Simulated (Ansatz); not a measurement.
# N on Zr(0001): change of the work function, part 2 of 2

Aim: the work function of Zr(0001) at several coverages of N (fcc site), and the dipole that each adsorbate carries.

Ansatz 0.2.0; plane-wave DFT, PBE, Ansatz PAW.

So far, work function, upper face (eV): step 2 (the clean slab) 4.17; step 3 (37 atoms, coverage 0.111 ML, cell 3x3) 4.19; step 4 (17 atoms, coverage 0.25 ML, cell 2x2) 4.32.

### 5. The covered slab, k-mesh 6×6×1, coverage 0.5 ML

System of this step: N/Zr(0001). The cell holds 18 atoms: 16 Zr and 2 N. Cell: a = 6.460 Å, b = 6.460 Å, c = 27.400 Å, α = 90.0°, β = 90.0°, γ = 60.0°. Vacuum lies along c.

The input, input.yaml:

```yaml
crystal:
  lattice:
    - [6.46, 0.0, 0.0]
    - [3.23, 5.5945241084, 0.0]
    - [0.0, 0.0, 27.3999886225]
  atoms:
    - { symbol: Zr, position: [0.3333333333, 0.3333333333, 0.3284672897] }
    - { symbol: Zr, position: [0.0, 0.0, 0.4223613068] }
    - { symbol: Zr, position: [0.3333333333, 0.3333333333, 0.5198892304] }
    - { symbol: Zr, position: [0.0, 0.0, 0.6089277816] }
    - { symbol: Zr, position: [0.3333333333, 0.8333333333, 0.3284672897] }
    - { symbol: Zr, position: [0.0, 0.5, 0.4223613068] }
    - { symbol: Zr, position: [0.3333333333, 0.8333333333, 0.5198892304] }
    - { symbol: Zr, position: [0.0, 0.5, 0.6089277816] }
    - { symbol: Zr, position: [0.8333333333, 0.3333333333, 0.3284672897] }
    - { symbol: Zr, position: [0.5, 0.0, 0.4223613068] }
    - { symbol: Zr, position: [0.8333333333, 0.3333333333, 0.5198892304] }
    - { symbol: Zr, position: [0.5, 0.0, 0.6089277816] }
    - { symbol: Zr, position: [0.8333333333, 0.8333333333, 0.3284672897] }
    - { symbol: Zr, position: [0.5, 0.5, 0.4223613068] }
    - { symbol: Zr, position: [0.8333333333, 0.8333333333, 0.5198892304] }
    - { symbol: Zr, position: [0.5, 0.5, 0.6089277816] }
    - { symbol: "N", position: [0.1666666667, 0.1666666667, 0.6715327103] }
    - { symbol: "N", position: [0.6666666667, 0.1666666667, 0.6715327103] }
kpoints:
  mp_grid: { grid: [6, 6, 1] }
hamiltonian:
  xc: pbe
scf:
  occupations: { method: fermi_dirac, width: 0.1 }
  convergence: { dr2_threshold: 1.0e-08 }
efield:
  axis: 3
  dipole_correction: true
  ramp_position: 0.97
  ramp_width: 0.06
relax:
  f_tol: 0.02
  max_steps: 60
  constraints: [{ sites: [0, 1, 4, 5, 8, 9, 12, 13] }]
output:
  dos: { projected: true, e_range: [-8, 4] }
  write_potential: true
  write_density: true
  volumetric_format: npy
  elf: true
```

On the command line:

```
$ ansatz run input.yaml --threads 4 --pin off --max-ram 16384MiB --backend cpu --events-out ev --progress --plain --runs-dir out
```

Wall time 5.7 min (4 threads of Arm Neoverse V2, shared host); peak memory 3.3 GiB.

Relaxation path:

| step | energy less that of the first step (eV) | largest force component (eV/Å) |
| --- | --- | --- |
| 1 | 0.0000 | 5.2085 |
| 2 | -3.7483 | 4.9017 |
| 3 | -6.1786 | 2.4491 |
| 4 | -6.7954 | 0.8281 |
| 5 | -6.8611 | 0.2623 |
| 6 | -6.8605 | 0.1680 |
| 7 | -6.8871 | 0.0374 |
| 8 | -6.8875 | 0.0065 |

Relaxation step 6 was tried and not accepted.

The run keeps the 4 symmetry operations that the program found, so distortions that break them were not tested.

The atoms that moved most (Å):

| atom | dx | dy | dz | length |
| --- | --- | --- | --- | --- |
| N18 | 0.000 | 0.062 | -0.652 | 0.655 |
| N17 | 0.000 | 0.062 | -0.652 | 0.655 |
| Zr4 | 0.000 | 0.005 | 0.345 | 0.345 |
| Zr12 | 0.000 | 0.005 | 0.345 | 0.345 |
| Zr11 | 0.000 | -0.031 | -0.077 | 0.083 |
| Zr3 | 0.000 | -0.031 | -0.077 | 0.083 |
| Zr8 | 0.000 | -0.077 | 0.024 | 0.081 |
| Zr16 | 0.000 | -0.077 | 0.024 | 0.081 |

Final coordinates:

```cif
data_structure
_symmetry_space_group_name_H-M 'P 1'
_symmetry_Int_Tables_number 1
_cell_length_a 6.4600
_cell_length_b 6.4600
_cell_length_c 27.4000
_cell_angle_alpha 90.000
_cell_angle_beta 90.000
_cell_angle_gamma 60.000
_cell_volume 990.25
loop_
_atom_site_label
_atom_site_type_symbol
_atom_site_fract_x
_atom_site_fract_y
_atom_site_fract_z
_atom_site_occupancy
Zr1 Zr 0.33333 0.33333 0.32847 1
Zr2 Zr 0.00000 0.00000 0.42236 1
Zr3 Zr 0.33608 0.32784 0.51709 1
Zr4 Zr 0.99955 0.00089 0.62150 1
Zr5 Zr 0.33333 0.83333 0.32847 1
Zr6 Zr 0.00000 0.50000 0.42236 1
Zr7 Zr 0.33395 0.83209 0.51810 1
Zr8 Zr 0.00691 0.48618 0.60981 1
Zr9 Zr 0.83333 0.33333 0.32847 1
Zr10 Zr 0.50000 0.00000 0.42236 1
Zr11 Zr 0.83608 0.32784 0.51709 1
Zr12 Zr 0.49955 0.00089 0.62150 1
Zr13 Zr 0.83333 0.83333 0.32847 1
Zr14 Zr 0.50000 0.50000 0.42236 1
Zr15 Zr 0.83395 0.83209 0.51810 1
Zr16 Zr 0.50691 0.48618 0.60981 1
N17 N 0.16111 0.17778 0.64774 1
N18 N 0.66111 0.17778 0.64774 1
```

The density of states has structure finer than the step of the table below, so its rows give means over 0.2 eV. Peaks (eV: height): -2.53: 32.5, -1.14: 32.0, -0.66: 67.4, -0.12: 33.8, 0.27: 34.0, 0.72: 32.8, 1.08: 33.3.

Density of states against energy, zero at the Fermi level; means over each step:

| energy (eV) | density of states (states/eV a cell) |
| --- | --- |
| -5.4 | 0 |
| -5.2 | 0.00692 |
| -5.0 | 0.997 |
| -4.8 | 1.36 |
| -4.6 | 2.83 |
| -4.4 | 4.23 |
| -4.2 | 5.09 |
| -4.0 | 11.0 |
| -3.8 | 12.3 |
| -3.6 | 11.7 |
| -3.4 | 11.7 |
| -3.2 | 9.99 |
| -3.0 | 5.75 |
| -2.8 | 9.70 |
| -2.6 | 15.3 |
| -2.4 | 14.4 |
| -2.2 | 16.6 |
| -2.0 | 19.1 |
| -1.8 | 16.8 |
| -1.6 | 11.7 |
| -1.4 | 20.6 |
| -1.2 | 24.5 |
| -1.0 | 19.7 |
| -0.8 | 15.8 |
| -0.6 | 27.8 |
| -0.4 | 22.3 |
| -0.2 | 22.2 |
| 0.0 | 24.5 |
| 0.2 | 24.2 |
| 0.4 | 24.7 |
| 0.6 | 25.4 |
| 0.8 | 27.3 |
| 1.0 | 26.5 |

The relaxation took 8 steps and lowered the energy by 6.9 eV; the largest force on the free atoms ends at 0.0065 eV/Å.

The covered face has 4.58 eV, +0.41 eV against the clean one; the bare back face has moved by +0.02 eV, a measure of how thin the slab is.

### 6. Adsorbate added, k-mesh 12×12×1, coverage 1 ML

System of this step: N/Zr(0001). The cell holds 5 atoms: 4 Zr and 1 N. Its edges and angles: a = 3.230 Å, b = 3.230 Å, c = 27.400 Å, α = 90.0°, β = 90.0°, γ = 60.0°. Vacuum lies along c.

input.yaml, the sections that differ from step 5:

```yaml
crystal:
  lattice:
    - [3.23, 0.0, 0.0]
    - [1.615, 2.7972620542, 0.0]
    - [0.0, 0.0, 27.3999886225]
  atoms:
    - { symbol: Zr, position: [0.6666666667, 0.6666666667, 0.3284672897] }
    - { symbol: Zr, position: [0.0, 0.0, 0.4223613068] }
    - { symbol: Zr, position: [0.6666666667, 0.6666666667, 0.5198892304] }
    - { symbol: Zr, position: [0.0, 0.0, 0.6089277816] }
    - { symbol: "N", position: [0.3333333333, 0.3333333333, 0.6715327103] }
kpoints:
  mp_grid: { grid: [12, 12, 1] }
relax:
  f_tol: 0.02
  max_steps: 60
  constraints: [{ sites: [0, 1] }]
output:
  write_potential: true
  write_density: true
  volumetric_format: npy
# hamiltonian, scf, efield: as in step 5
```

Run time: 21 s. Hardware: 4 threads; peak memory 0.57 GiB.

Relaxation path:

| step | energy less that of the first step (eV) | largest force component (eV/Å) |
| --- | --- | --- |
| 1 | 0.0000 | 5.7632 |
| 2 | -2.2436 | 5.7891 |
| 3 | -3.8827 | 2.7232 |
| 4 | -4.1007 | 0.9238 |
| 5 | -4.1704 | 0.2788 |
| 6 | -4.1821 | 0.0501 |
| 7 | -4.1824 | 0.0086 |

The run keeps the 6 symmetry operations that the program found, so distortions that break them were not tested.

The atoms that moved most (Å):

| atom | dx | dy | dz | length |
| --- | --- | --- | --- | --- |
| N5 | 0.000 | 0.000 | -0.541 | 0.541 |
| Zr4 | 0.000 | 0.000 | 0.434 | 0.434 |
| Zr3 | 0.000 | 0.000 | -0.116 | 0.116 |

The relaxed structure:

```
Zr N
1.0
     3.23000    0.00000    0.00000
     1.61500    2.79726    0.00000
     0.00000    0.00000   27.39999
Zr N
4 1
Direct
  0.66667 0.66667 0.32847
  0.00000 0.00000 0.42236
  0.66667 0.66667 0.51565
  0.00000 0.00000 0.62478
  0.33333 0.33333 0.65179
```

The relaxation took 7 steps and lowered the energy by 4.2 eV; the largest force on the free atoms ends at 0.0086 eV/Å.

The covered face has 5.27 eV, +1.11 eV against the clean one; the bare back face has moved by +0.08 eV, a measure of how thin the slab is.

### 7. Work function against coverage

This step: plane-wave DFT, PBE, Ansatz PAW; work function against coverage (Ansatz 0.2.0).

The runs are now put side by side.

This step gave:

| Item | Value |
| --- | --- |
| work function of the clean face | 4.165 eV |
| largest change of the work function | 1.109 eV |

The work function of the covered face by coverage:

| coverage (adsorbates/nm²) | work function of the covered face (eV) |
| --- | --- |
| 0.00 | 4.17 |
| 1.23 | 4.19 |
| 2.77 | 4.32 |
| 5.53 | 4.58 |
| 11.07 | 5.27 |

The dipole per adsorbate comes from the change of the cell's dipole. Coverage, by row:

| coverage (1/nm²) | coverage (ML) | work function (eV) | change (eV) | dipole per adsorbate, positive end outwards (debye) | mean height of the added atoms over the highest substrate atom (Å) |
| --- | --- | --- | --- | --- | --- |
| 1.23 | 0.1111 | 4.186 | 0.02114 | -0.044 | 0.8825 |
| 2.767 | 0.25 | 4.318 | 0.1529 | -0.139 | 0.8843 |
| 5.534 | 0.5 | 4.579 | 0.4134 | -0.187 | 0.719 |
| 11.07 | 1 | 5.274 | 1.109 | -0.248 | 0.74 |

### 8. Results

* work function of the clean face: 4.17 eV
* work function at 0.11 ML: 4.19 eV
* work function at 0.25 ML: 4.32 eV
* work function at 0.5 ML: 4.58 eV
* work function at 1 ML: 5.27 eV
* dipole per adsorbate at 0.11 ML, positive end outwards: -0.04 D

**Reading.** At the lowest coverage N changes the work function of Zr(0001) by under 0.15 eV, within the error of so thin a slab; the largest change, +1.11 eV, comes at higher coverage. The slab has 4 layers, at the tabulated experimental lattice constant, one starting site was run, and quantum-size effects of a slab this thin can reach one or two tenths of an eV.

[Long decimals in the printed logs are rounded to 6 places.]

[Logs are printed without paths, hosts, clocks, repeated set-up lines and the standing remarks that a program may print on its own settings, such as how far it seeks lower states.]

[Hosts, paths, dates, database ids (printed as entryN), source tags and the programs' standing remarks are cut or masked in the printed files.]

[Maps of the electrostatic potential energy from Ansatz leave out the sawtooth potential of an applied field or a dipole correction, so their vacuum need not be flat; planar profiles and work functions include it.]

[The density of states shown here was stored with 400 of the rows of the run's finer table, so its peaks can read low, often by over a quarter, or be missed, and its means over a window can be off by a tenth or more.]
